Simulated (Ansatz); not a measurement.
# Ir (Fm-3m, 1 atom in the cell): Grüneisen parameters, part 2 of 2

Aim: how the phonons of Ir (Fm-3m, 1 atom in the cell) shift with volume, and the thermal expansion that follows.

Ansatz 0.2.0; DFT PBEsol, scalar-relativistic, plane waves, PAW; PAW set soft_1.

So far, highest frequency on the path or at a solved wavevector (cm⁻¹): step 2 (response at finite wavevector) 204; step 4 (phonons at the other volume, volume ratio 0.97) 222.

The database entry behind the starting cell differs from later determinations by our own check (0.1 to 0.3 % short, probably kX units), so it need not match the best structure at ambient conditions.

**6. Phonons at the other volume, volume ratio 1.03**

The phonons are repeated at this volume on the same k and q meshes.

File input.yaml:

```yaml
crystal:
  lattice:
    - [0.0, 1.9337215992, 1.9337215992]
    - [1.9337215992, 0.0, 1.9337215992]
    - [1.9337215992, 1.9337215992, 0.0]
  atoms:
    - { symbol: Ir, position: [0.0, 0.0, 0.0] }
kpoints:
  mp_grid: { grid: [20, 20, 20] }
hamiltonian:
  xc: pbesol
  pseudopotentials: { kind: paw, azcp: { folder: soft_1 }, xc_functional: pbe }
scf:
  occupations: { method: methfessel_paxton, width: 0.2 }
output:
  eigenvalues: true
phonons:
  method: dfpt
  qmesh: [4, 4, 4]
  temperatures: { t_max: 1000, t_step: 50 }
  qpath:
    path:
      - [[0.0, 0.0, 0.0], [0.5, 0.0, 0.5], [0.625, 0.25, 0.625]]
      - [[0.375, 0.375, 0.75], [0.0, 0.0, 0.0], [0.5, 0.5, 0.5], [0.5, 0.25, 0.75], [0.5, 0.0, 0.5]]
    npoints: 10
```

Launch:

```sh
ansatz run input.yaml --threads 4 --pin off --max-ram 10240MiB --backend cpu --events-out ev --progress --plain --runs-dir out
```

Numbers of over 12 decimals in the logs are rounded to 6 here.

Log:

```text
[...]
Crystal: 1 atoms, lattice volume = 14.461 Å³
Basis set: ecut = 420 eV, 283 PW (Γ), exchange–correlation on 40×40×40 points (8 copies of the dense FFT grid, shifted against one another)
Bands: 13, of which v1, the nominal top of the filled ones, is band 9 counted from 1 (8 counted from 0)
Symmetry: 48 space group operations
k-points: 256 of 8000
[...]
k-point 255: bands = [... 5 lower, 20.1745, 20.1745, 23.1733, 26.3591, 32.8206, 33.7649, 33.7649, 37.9564]
[...]
ASR residual: 1.605e-4 → 0.000e0 eV/Å²; symmetrization residual: 1.122e-11 eV/Å²
  ASR residual per site (eV/Å²): 1.60e-4
  Γ frequencies (cm⁻¹): 0.00 0.00 0.00
--- Phonons (arbitrary-q DFPT): 8 irreducible q on the 4×4×4 mesh ---
[...]
interpolated dispersion: 62 rows × 3 modes
[...]
[key lines of the parts left out:]
SCF converged after 7 iterations
Free energy (F): -11800.433847 eV
Fermi energy:    24.874765 eV
```

The job ended after 2 min (4 threads of Arm Neoverse V2, shared host; peak memory 3.6 GiB).

This step gave:

```
sum-rule residual before enforcement                    : 1.60e-4 eV/Å²
highest frequency on the path or at a solved wavevector : 187.1 cm⁻¹
mean frequency                                          : 139.2 cm⁻¹
Debye temperature (second moment)                       : 264 K
logarithmic mean frequency                              : 135.4 cm⁻¹
lowest mode on the q mesh (acoustic modes at Γ apart)   : 83.59 cm⁻¹
zero-point energy per atom                              : 25.89 meV
heat capacity at 300 K                                  : 24.00 J/(mol atoms K)
vibrational entropy at 300 K                            : 36.20 J/(mol atoms K)
```

Frequencies (cm⁻¹) solved at each irreducible wavevector; negative means imaginary. Frequencies by wavevector, by row:

| q in reciprocal lattice units | star | mode 1 | mode 2 | mode 3 |
| --- | --- | --- | --- | --- |
| 0 0 0 | 1 | 0 | 0 | 0 |
| 0 0 0.25 | 8 | 83.6 | 83.6 | 157.9 |
| 0 0 -0.5 | 4 | 111.2 | 111.2 | 186.2 |
| 0 0.25 0.25 | 6 | 109.3 | 109.3 | 173 |
| 0 0.25 -0.5 | 24 | 128.8 | 143.9 | 173.7 |
| 0 0.25 -0.25 | 12 | 122.6 | 131.4 | 176.1 |
| 0 -0.5 -0.5 | 3 | 137.3 | 137.3 | 180.9 |
| 0.25 -0.5 -0.25 | 6 | 154.2 | 154.2 | 154.8 |

The highest frequency on the path or at a solved wavevector is 187.1 cm⁻¹, -16.7 cm⁻¹ against the base run.

**7. Grüneisen parameters**

The Grüneisen parameter of a mode is minus the logarithmic change of its frequency with volume, −d ln ω / d ln V; weighted by heat capacity it gives the expansion.

Numbers from this step:

```yaml
bulk_modulus: 390.3 GPa
```

Phonon branches along the path, in cm⁻¹:

| point | branch 1 | branch 2 | branch 3 |
| --- | --- | --- | --- |
| Γ | 0 | 0 | 0 |
| halfway | 117 | 117 | 185 |
| X | 148 | 148 | 198 |
| halfway | 148 | 155 | 193 |
| U | 146 | 170 | 179 |
| jump to K | 146 | 170 | 179 |
| halfway | 109 | 119 | 182 |
| Γ | 0 | 0 | 0 |
| halfway | 88 | 88 | 170 |
| L | 118 | 118 | 204 |
| halfway | 139 | 151 | 190 |
| W | 166 | 169 | 169 |
| halfway | 153 | 157 | 188 |
| X | 148 | 148 | 198 |

The same for volume x 0.97:

| point | branch 1 | branch 2 | branch 3 |
| --- | --- | --- | --- |
| Γ | 0 | 0 | 0 |
| X | 160 | 160 | 216 |
| U | 156 | 185 | 196 |
| K | 156 | 185 | 196 |
| Γ | 0 | 0 | 0 |
| L | 125 | 125 | 222 |
| W | 178 | 184 | 184 |
| X | 160 | 160 | 216 |

The same for volume x 1.03:

| point | branch 1 | branch 2 | branch 3 |
| --- | --- | --- | --- |
| Γ | 0 | 0 | 0 |
| X | 137 | 137 | 181 |
| U | 137 | 156 | 164 |
| K | 137 | 156 | 164 |
| Γ | 0 | 0 | 0 |
| L | 111 | 111 | 186 |
| W | 154 | 154 | 155 |
| X | 137 | 137 | 181 |

The first set of phonon branches as a text plot (rows in cm⁻¹):

```
    217 |
    208 |                                        *
    199 |       *******                       *** ***          **
    190 |              **   ****             *       ***      *
    180 |      *         ***    *                       *   **
    171 |                ***                *            ***
    162 |    **         *   *    *                     *******
    153 |            ***                              * *    ****
    143 |        ****  ********            *         * *
    134 |   *   *            ***  **                ***
    125 |                      *                   **
    116 |      *                *         *    ****
    106 |                       *             *
     97 |    **                  *  *        *
     88 |  *                     *          *
     79 |   *                     **     * *
     69 |                         **
     60 |                                 *
     51 | **                        **
     42 |                               **
     32 |
     23 | *                          *  *
     14 |
      5 |*                            **
         Γ           X  U|K            Γ         L        W     X
```

Mode Grueneisen parameter -dln(w)/dln(V), modes matched by rank; at Γ the acoustic branches take the value of a neighbouring point of the path. Mode grüneisen parameters along the path, in :

| point | branch 1 | branch 2 | branch 3 |
| --- | --- | --- | --- |
| Γ | 2.35 | 2.35 | 1.90 |
| halfway | 2.26 | 2.26 | 2.16 |
| X | 2.52 | 2.52 | 2.92 |
| halfway | 2.44 | 2.64 | 2.95 |
| U | 2.24 | 2.80 | 2.99 |
| jump to K | 2.24 | 2.80 | 2.99 |
| halfway | 1.67 | 2.69 | 2.38 |
| Γ | 1.47 | 2.35 | 2.10 |
| halfway | 1.88 | 1.88 | 2.46 |
| L | 1.95 | 1.95 | 2.94 |
| halfway | 2.13 | 2.57 | 2.97 |
| W | 2.43 | 2.93 | 2.87 |
| halfway | 2.70 | 2.44 | 2.96 |
| X | 2.52 | 2.52 | 2.92 |

The mode Grüneisen parameters as a text plot (rows in , shown from 1.5 to 3.0 only):

```
   2.96 |             ***** *                    *******  ******
   2.90 |            *       **                 *       ***     *
   2.84 |           *      *   *               *         *  *
   2.78 |                ** *                           *    *
   2.71 |         **    *       *             *            *
   2.65 |              *     **                        *      *
   2.59 |                        *           *        *
   2.53 |            **        *                           *   **
   2.47 |        ****  *          **        *            *    **
   2.41 |        *              *   *                *    * **
   2.35 |**     *       *            ***   *
   2.29 |  **  **        *       *        *         *   *
   2.22 |    **           *       **     *             *
   2.16 |      *                    *   *
   2.10 |                  *         ***           *  *
   2.04 |    **                                      *
   1.98 |   *               *                    ****
   1.92 |***                                 ****
   1.86 |                    **           ***
   1.80 |                               **
   1.74 |                      *
   1.67 |                       *
   1.61 |                        *
   1.55 |                         ***
         Γ           X  U|K            Γ         L        W     X
```

(dS/dlnV)/C_V. Thermodynamic Grueneisen parameter against temperature:

| temperature (K) | thermodynamic Grueneisen parameter |
| --- | --- |
| 50 | 2.33 |
| 100 | 2.41 |
| 150 | 2.43 |
| 200 | 2.44 |
| 250 | 2.44 |
| 300 | 2.44 |
| 350 | 2.44 |
| 400 | 2.44 |
| 450 | 2.44 |
| 500 | 2.44 |
| 550 | 2.44 |
| 600 | 2.44 |
| 650 | 2.44 |
| 700 | 2.44 |
| 750 | 2.44 |
| 800 | 2.44 |
| 850 | 2.44 |
| 900 | 2.45 |
| 950 | 2.45 |
| 1000 | 2.44 |

Gamma C_V/(B V) at the static volume. Table of volume expansion by temperature:

| temperature (K) | volume expansion (1e-6/K) |
| --- | --- |
| 50 | 4.91 |
| 100 | 12.5 |
| 150 | 15.4 |
| 200 | 16.7 |
| 250 | 17.3 |
| 300 | 17.6 |
| 350 | 17.9 |
| 400 | 18 |
| 450 | 18.1 |
| 500 | 18.2 |
| 550 | 18.2 |
| 600 | 18.3 |
| 650 | 18.3 |
| 700 | 18.3 |
| 750 | 18.4 |
| 800 | 18.4 |
| 850 | 18.4 |
| 900 | 18.4 |
| 950 | 18.4 |
| 1000 | 18.4 |

**8. Summary of results**

- bulk modulus: 390 GPa
- thermodynamic Grüneisen parameter at 300 K: 2.441
- volume expansion at 300 K, estimated: 17.64 × 10⁻⁶ K⁻¹

By this estimate the volume grows by 17.6 × 10⁻⁶ per kelvin at 300 K. Mode parameters on the path run from 1.5 to 3, with a median of 2.5. Branches are matched by rank, so values near crossings are rough. The expansion is the Grüneisen estimate at the static volume, with the static bulk modulus. With no gap, or one that is small against the smearing, the frequencies hang on the k mesh and the smearing, most of all near Kohn anomalies. Spin-orbit coupling is left out, which can matter for the heavy elements here. The PAW files were made for PBE and serve the other functionals too.

[Logs are printed without paths, hosts, clocks, repeated set-up lines and the standing remarks that a program may print on its own settings, such as how far it seeks lower states.]

[Hosts, paths, dates, database ids (printed as entryN), source tags and the programs' standing remarks are cut or masked in the printed files.]
